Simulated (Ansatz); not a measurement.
# Lattice dynamics of Th3Ga2 (P4/mbm), part 3 of 3

Task: relax Th3Ga2 (P4/mbm), then find its harmonic phonons.

Ansatz 0.2.0; DFT PBEsol, scalar-relativistic, plane waves, PAW.

So far. Step 3 (Relaxing to small forces for the phonons): The largest force component left is 0.87 meV/Å. The volume is held at 27.03 Å³/atom, so a pressure of -3.12 GPa remains at this level. Step 4 (Zone-centre response): Before it was imposed, the acoustic sum rule was missed by 2.0e-5 eV/Å². Small misses are needed for a sound result but don't prove that mesh and cutoff are converged. The lowest optical mode is real, 13.4 cm⁻¹.

### 5. Phonons on a q mesh

Stability and thermal properties need the whole zone. Linear response on a 2×2×4 q mesh gives force constants as far as a supercell of that size would.

Input file input.yaml:

```yaml
crystal:
  lattice:
    - [7.9917443991, 0.0, 0.0]
    - [0.0, 7.9917443991, 0.0]
    - [0.0, 0.0, 4.2327314278]
  atoms:
    - { symbol: Th, position: [0.0, 0.0, 0.0] }
    - { symbol: Th, position: [0.5, 0.5, 0.0] }
    - { symbol: Th, position: [0.1760402966, 0.6760402966, 0.5] }
    - { symbol: Th, position: [0.3239597034, 0.1760402966, 0.5] }
    - { symbol: Th, position: [0.8239597034, 0.3239597034, 0.5] }
    - { symbol: Th, position: [0.6760402966, 0.8239597034, 0.5] }
    - { symbol: Ga, position: [0.3817816704, 0.8817816704, 0.0] }
    - { symbol: Ga, position: [0.1182183296, 0.3817816704, 0.0] }
    - { symbol: Ga, position: [0.6182183296, 0.1182183296, 0.0] }
    - { symbol: Ga, position: [0.8817816704, 0.6182183296, 0.0] }
kpoints:
  mp_grid: { grid: [6, 6, 8] }
hamiltonian:
  xc: pbesol
scf:
  occupations: { method: methfessel_paxton, width: 0.2 }
output:
  eigenvalues: true
phonons:
  method: dfpt
  qmesh: [2, 2, 4]
  temperatures: { t_max: 400, t_step: 50 }
  qpath:
    path:
      - [[0.0, 0.0, 0.0], [0.0, 0.5, 0.0], [0.5, 0.5, 0.0], [0.0, 0.0, 0.0], [0.0, 0.0, 0.5], [0.0, 0.5, 0.5], [0.5, 0.5, 0.5], [0.0, 0.0, 0.5]]
      - [[0.0, 0.5, 0.0], [0.0, 0.5, 0.5]]
      - [[0.5, 0.5, 0.0], [0.5, 0.5, 0.5]]
    npoints: 10
```

Launch:

```sh
$ ansatz run input.yaml --threads 6 --pin off --max-ram 40960MiB --backend cuda --events-out ev --progress --plain --runs-dir out
```

Numbers of over 12 decimals in the logs are rounded to 6 here.

The program printed:

```text
Warning: phonons: the dynamical matrix that this run interpolates holds no multipole term above the dipole-dipole one, and a site of this crystal is no centre of inversion, so its interpolated transverse optical and acoustic branches and sound speeds can stay off near Gamma, and the density of states and the thermodynamics with them. What a run solves at a wave vector of phonons.qpoints, Gamma apart, where the deck admits one, is free of this, and under fd what a larger phonons.supercell samples
[...]
GPU FFT provider: cuFFT
GPU libraries: cuBLAS 13.8.2, cuFFT 12.4.0, cuSOLVER 12.3.4
Crystal: 10 atoms, lattice volume = 270.336 Å³
Basis set: ecut = 420 eV, 5295 PW (Γ), exchange–correlation on 108×108×60 points (8 copies of the dense FFT grid, shifted against one another)
Bands: 75, of which v1, the nominal top of the filled ones, is band 62 counted from 1 (61 counted from 0)
Symmetry: 16 space group operations
k-points: 50 of 288
[...]
GPU buffer pool allocated for 87480 grid points (all kernels)
[...]
SCF iter   1: F=—  HF=-93313.485453 eV  |F-HF|=—  |Δ(HF+E_count)|=         —  Δρ=3.43e-3  dr2=1.73e-2  ethr=1.77e-3  ⟨swp⟩=4.9  Hψ=15701  notcnv=0
[...]
SCF iter  10: F=-93313.485649 eV  HF=-93313.485649 eV  |F-HF|=1.46e-11  |Δ(HF+E_count)|=    0.00e0  S|Δr|=    0.00e0  Δρ=1.87e-8  dr2=8.85e-13  ethr=1.00e-12  ⟨swp⟩=11.4  Hψ=26845  notcnv=0
SCF 1 converged in 10 iterations: F = -93313.485649 eV  dr2 = 8.85e-13
[...]
GPU FFT provider: cuFFT
GPU libraries: cuBLAS 13.8.2, cuFFT 12.4.0, cuSOLVER 12.3.4
[...]
GPU buffer pool allocated for 87480 grid points (all kernels)
[...]
SCF iter   1: F=—  HF=-93313.485649 eV  |F-HF|=—  |Δ(HF+E_count)|=         —  Δρ=1.54e-7  dr2=5.80e-11  ethr=4.61e-8  ⟨swp⟩=7.7  Hψ=33508  notcnv=0
eigensolver tolerance schedule: the retry pair's looser diagonalisation over-reported the residual by 985272.48 of it (diagonalisation noise at an unbounded share of the residual, at the tolerance the schedule requests for it); recorded, not acted on — ethr = c·dr2/N_el stays at c = 1.0e-1
[...]
SCF iter   2: F=—  HF=-93313.485649 eV  |F-HF|=—  |Δ(HF+E_count)|=   1.39e-8  S|Δr|=    0.00e0  Δρ=6.63e-8  dr2=1.05e-11  ethr=1.00e-12  ⟨swp⟩=3.9  Hψ=21667  notcnv=0
SCF iter   3: F=-93313.485649 eV  HF=-93313.485649 eV  |F-HF|=4.37e-11  |Δ(HF+E_count)|=  4.37e-11  S|Δr|=    0.00e0  Δρ=4.63e-8  dr2=4.76e-12  ethr=1.00e-12  ⟨swp⟩=2.1  Hψ=5937  notcnv=0
SCF 2 converged in 3 iterations: F = -93313.485649 eV  dr2 = 4.76e-12
[...]
phonons: the bands overlap, so this run is a metal and interpolates without the dipole-dipole term. If the crystal is really an insulator or semiconductor, its LO-TO splitting is missing
[...]
SCF converged after 10 iterations
[...]
Free energy (F): -93313.485649 eV
[...]
Internal energy: -93313.463939 eV  (E = F + TS)
E sigma→0 (E₀):  -93313.480221 eV
Entropy (-TS):   -0.021710 eV (-2.171 meV/atom)
Fermi energy:    13.503281 eV
[...]
--- Band table (eV; the first three rows and the last of 50) ---
  k-point 0: bands = [... 58 lower, 12.7210, 12.9448, 13.0676, 13.0676, 13.5143, 13.9489, 14.1707, 14.2948, ... 9 higher]
  k-point 1: bands = [... 58 lower, 12.6969, 12.9021, 13.0634, 13.0634, 13.1110, 13.8182, 14.2656, 14.3548, ... 9 higher]
  k-point 2: bands = [... 58 lower, 12.9127, 13.0982, 13.0982, 13.3465, 13.4116, 13.5284, 14.0543, 14.0543, ... 9 higher]
  k-point 49: bands = [... 58 lower, 13.2734, 13.2734, 13.2862, 13.2862, 13.4139, 13.4139, 13.5774, 13.5774, ... 9 higher]
[...]
ASR residual: 2.670e-5 → 0.000e0 eV/Å²; symmetrization residual: 7.779e-10 eV/Å²
[...]
--- Phonons (arbitrary-q DFPT): 9 irreducible q on the 2×2×4 mesh ---
  q = [0.0000, 0.0000, 0.0000] (star 1, of the zone-centre solve; hermiticity 3.21e-10, symmetrization 5.83e-12): -0.00 -0.00 0.00 13.41 46.85 46.85 50.10 54.61 60.53 62.80 64.68 68.87 68.87 75.59 75.59 78.90 79.43 79.43 122.79 125.12 128.66 133.64 133.64 135.04 135.04 135.55 135.55 139.89 171.33 172.71
  q = [0.0000, 0.0000, 0.2500] (star 2, 6 solved perturbations in 736 linear systems a pass and spin channel, the states on 80 of 288 k-point pairs; hermiticity 1.38e-10, symmetrization 5.17e-12): -30.89 33.34 35.89 35.89 47.33 49.11 49.11 51.11 60.99 61.59 66.75 66.75 71.09 71.52 71.52 74.87 77.63 77.63 122.12 127.91 129.08 130.96 130.96 136.21 136.21 136.66 140.27 140.27 169.36 172.27
[...]
sum rule: each row above includes the acoustic sum rule's correction from the zone centre's row sums; it moved no ω² by more than (0.41 cm⁻¹)²
  mesh force constants: q→R imaginary residual 4.28e-18; ASR residual 2.670e-5 → 0.000e0 eV/Å²; symmetrization residual 4.441e-15 eV/Å²
  interpolated dispersion: 93 rows × 30 modes
  density of states and harmonic sums: on the 8×8×16 q-mesh, interpolated from the force constants of a 2×2×4 supercell (no non-analytic term)
  largest difference from the sums on the solved wave vectors: F 2.56e-2 eV, S 7.53e-5 and C_V 1.15e-5 eV/K
  zero-point energy: 0.166271 eV/cell   skipped modes (ω ≤ 0): 111, of them read as no rigid motion or as one in doubt: 108 (8.164e-1 modes/cell left out, lowest -42.72 cm⁻¹)   left out of the sums: 2.73e-2 of the cell's modes: C_V's classical limit lies that fraction below 3 k_B per atom; for a crystal, a wire or a layer, F and S can be off by more, and a phonons.interpolated_qmesh denser along its periods is the remedy for the sampling
```

It took 88 s on 1 × NVIDIA H100 80GB HBM3 with 6 threads of AMD EPYC 7R13 (Zen 3), shared host; peak memory 8.9 GiB.

This step gave:

```
sum-rule residual before enforcement                    : 2.67e-5 eV/Å²
lowest frequency on the path                            : -42.72 cm⁻¹
highest frequency on the path or at a solved wavevector : 172.7 cm⁻¹
lowest mode on the q mesh (acoustic modes at Γ apart)   : -42.72 cm⁻¹
```

Frequencies (cm⁻¹) solved at each irreducible wavevector; negative means imaginary. Frequencies by wavevector, by row:

| q in reciprocal lattice units | star | mode 1 | mode 2 | mode 3 | mode 4 | mode 28 | mode 29 | mode 30 |
| --- | --- | --- | --- | --- | --- | --- | --- | --- |
| 0 0 0 | 1 | 0 | 0 | 0 | 13.4 | 139.9 | 171.3 | 172.7 |
| 0 0 0.25 | 2 | -30.9 | 33.3 | 35.9 | 35.9 | 140.3 | 169.4 | 172.3 |
| 0 0 -0.5 | 1 | -42.7 | -16.1 | 37.5 | 48.8 | 139.5 | 171.4 | 172.7 |
| 0 -0.5 0 | 2 | 27.1 | 27.1 | 27.6 | 27.6 | 137.3 | 169.2 | 169.2 |
| 0 -0.5 0.25 | 4 | 7.2 | 7.2 | 40 | 40 | 140.6 | 168.6 | 168.6 |
| 0 -0.5 -0.5 | 2 | -25.4 | -25.4 | 50.3 | 50.3 | 139.6 | 168.6 | 168.6 |
| -0.5 -0.5 0 | 1 | 26.7 | 26.7 | 42.2 | 42.2 | 138 | 164.6 | 164.6 |
| -0.5 -0.5 0.25 | 2 | 16.5 | 16.5 | 46.4 | 46.4 | 141.1 | 165.6 | 165.6 |
| -0.5 -0.5 -0.5 | 1 | 5.9 | 5.9 | 52.6 | 52.6 | 140.1 | 163.5 | 163.5 |

Interpolated from a 2×2×4 q mesh. Phonon branches along the path, in cm⁻¹:

| point | branch 1 | branch 2 | branch 3 | branch 4 | branch 27 | branch 28 | branch 29 | branch 30 |
| --- | --- | --- | --- | --- | --- | --- | --- | --- |
| Γ | 0 | 0 | 0 | 13 | 136 | 140 | 171 | 173 |
| halfway | 14 | 20 | 20 | 32 | 136 | 139 | 170 | 171 |
| X | 27 | 27 | 28 | 28 | 137 | 137 | 169 | 169 |
| halfway | 27 | 27 | 34 | 34 | 138 | 138 | 167 | 167 |
| M | 27 | 27 | 42 | 42 | 138 | 138 | 165 | 165 |
| halfway | 22 | 23 | 25 | 44 | 137 | 138 | 168 | 169 |
| Γ | 0 | 0 | 0 | 13 | 136 | 140 | 171 | 173 |
| halfway | -31 | 33 | 36 | 36 | 140 | 140 | 169 | 172 |
| Z | -43 | -16 | 38 | 49 | 140 | 140 | 171 | 173 |
| halfway | -37 | -17 | 43 | 50 | 139 | 139 | 170 | 171 |
| R | -25 | -25 | 50 | 50 | 140 | 140 | 169 | 169 |
| halfway | -17 | -17 | 52 | 52 | 140 | 140 | 166 | 166 |
| A | 6 | 6 | 53 | 53 | 140 | 140 | 164 | 164 |
| halfway | -31 | -13 | 47 | 50 | 139 | 140 | 168 | 169 |
| Z | -43 | -16 | 38 | 49 | 140 | 140 | 171 | 173 |
| jump to X | 27 | 27 | 28 | 28 | 137 | 137 | 169 | 169 |
| halfway | 7 | 7 | 40 | 40 | 141 | 141 | 169 | 169 |
| R | -25 | -25 | 50 | 50 | 140 | 140 | 169 | 169 |
| jump to M | 27 | 27 | 42 | 42 | 138 | 138 | 165 | 165 |
| halfway | 16 | 16 | 46 | 46 | 141 | 141 | 166 | 166 |
| A | 6 | 6 | 53 | 53 | 140 | 140 | 164 | 164 |

The phonon density of states has structure finer than the step of the table below, so its rows give means over 10 cm⁻¹, whole bins alone (the curve runs from -43 to 173 cm⁻¹). Peaks (cm⁻¹: height): 65.0: 0.657, 79.0: 0.481, 131.0: 0.631, 137.0: 0.934, 169.0: 0.454.

Tetrahedra on a 8×8×16 mesh, mean over bins of 2 cm-1. Interpolated from a 2×2×4 q mesh. The phonon density of states by wavenumber; means over each step:

| wavenumber (cm⁻¹) | phonon density of states (1/cm⁻¹/cell) |
| --- | --- |
| -30 | 0.0187 |
| -20 | 0.0250 |
| -10 | 0.0234 |
| 0 | 0.0171 |
| 10 | 0.0272 |
| 20 | 0.0802 |
| 30 | 0.0428 |
| 40 | 0.133 |
| 50 | 0.287 |
| 60 | 0.426 |
| 70 | 0.459 |
| 80 | 0.253 |
| 90 | 8.7e-5 |
| 100 | 0 |
| 110 | 7.6e-5 |
| 120 | 0.0447 |
| 130 | 0.467 |
| 140 | 0.489 |
| 150 | 0 |
| 160 | 0.00843 |

The partial phonon density of states has structure finer than the step of the table below, so its rows give means over 10 cm⁻¹, whole bins alone (the curve runs from -52.5 to 188 cm⁻¹). Peaks (cm⁻¹: height): Ga 136.5: 0.671, 168.2: 0.277; Th 65.4: 0.491, 138.0: 0.103.

Phonopy on the run's constants, 7x7x13 mesh, Gaussian sigma 2.0 cm-1. Interpolated from a 2×2×4 q mesh. Partial phonon density of states against wavenumber; means over each step; values in 1/cm⁻¹/cell:

| wavenumber (cm⁻¹) | Ga | Th |
| --- | --- | --- |
| -40 | 3.5e-6 | 0.00776 |
| -30 | 4.6e-5 | 0.0196 |
| -20 | 1.9e-4 | 0.0273 |
| -10 | 2.1e-4 | 0.0205 |
| 0 | 1.7e-4 | 0.0100 |
| 10 | 0.00122 | 0.0303 |
| 20 | 0.00417 | 0.0729 |
| 30 | 0.00429 | 0.0436 |
| 40 | 0.0176 | 0.121 |
| 50 | 0.0324 | 0.252 |
| 60 | 0.0316 | 0.390 |
| 70 | 0.0266 | 0.432 |
| 80 | 0.00762 | 0.245 |
| 90 | 3.7e-5 | 0.00213 |
| 100 | 0 | 0 |
| 110 | 7.0e-4 | 1.5e-5 |
| 120 | 0.0560 | 0.00411 |
| 130 | 0.428 | 0.0444 |
| 140 | 0.398 | 0.0647 |
| 150 | 0.00229 | 4.5e-4 |
| 160 | 0.0199 | 0.00140 |
| 170 | 0.167 | 0.0108 |
| 180 | 0.00199 | 1.0e-4 |

Symmetry leaves 9 wavevectors to solve. The lowest mode among them, the acoustic zeros apart, lies at q = (0, 0, -0.5) and is imaginary, 42.7i cm⁻¹, so the energy falls along it.

### 6. Outcome

```json
{"space group after relaxation (within 0.01 Å)": "P4/mbm", "volume per atom": "27.0 Å³", "electronic character": "no gap on this mesh", "highest optical mode at the zone centre (no LO-TO term)": "173 cm⁻¹", "lowest optical zone-centre mode": "13.4 cm⁻¹", "lowest mode on the q mesh (acoustic modes at Γ apart)": "-42.7 cm⁻¹", "highest frequency on the path or at a solved wavevector": "173 cm⁻¹", "imaginary modes on the 2×2×4 q mesh": "yes"}
```

What this shows: Modes are clearly imaginary (beyond 10i cm⁻¹) at 3 of the 9 irreducible wavevectors, most at q = (0, 0, -0.5) (42.7i cm⁻¹), so this structure is not a minimum of the energy. The optical modes at Γ span 13 to 173 cm⁻¹. The highest mode in this list at Γ, 172.7 cm⁻¹, is mostly motion of Ga (100 % of the kinetic energy). The volume was held at that of the database entry and not relaxed, so the modes belong to a cell under -3.12 GPa at this level. Magnetic starts were tried first and their moments did not last, so the runs shown are non-magnetic; if the real compound is magnetic, its cell and modes can differ much. With no gap, or one that is small against the smearing, the frequencies hang on the k mesh and the smearing, most of all near Kohn anomalies. An optical mode within 15 cm⁻¹ of zero is at the mercy of small errors in the force constants, and even its sign is uncertain. Spin-orbit coupling is left out, which can matter for the heavy elements here. These are harmonic frequencies at zero temperature: anharmonic shifts, linewidths and thermal expansion are left out.

[Logs are printed without paths, hosts, clocks, repeated set-up lines and the standing remarks that a program may print on its own settings, such as how far it seeks lower states.]

[Hosts, paths, dates, database ids (printed as entryN), source tags and the programs' standing remarks are cut or masked in the printed files.]
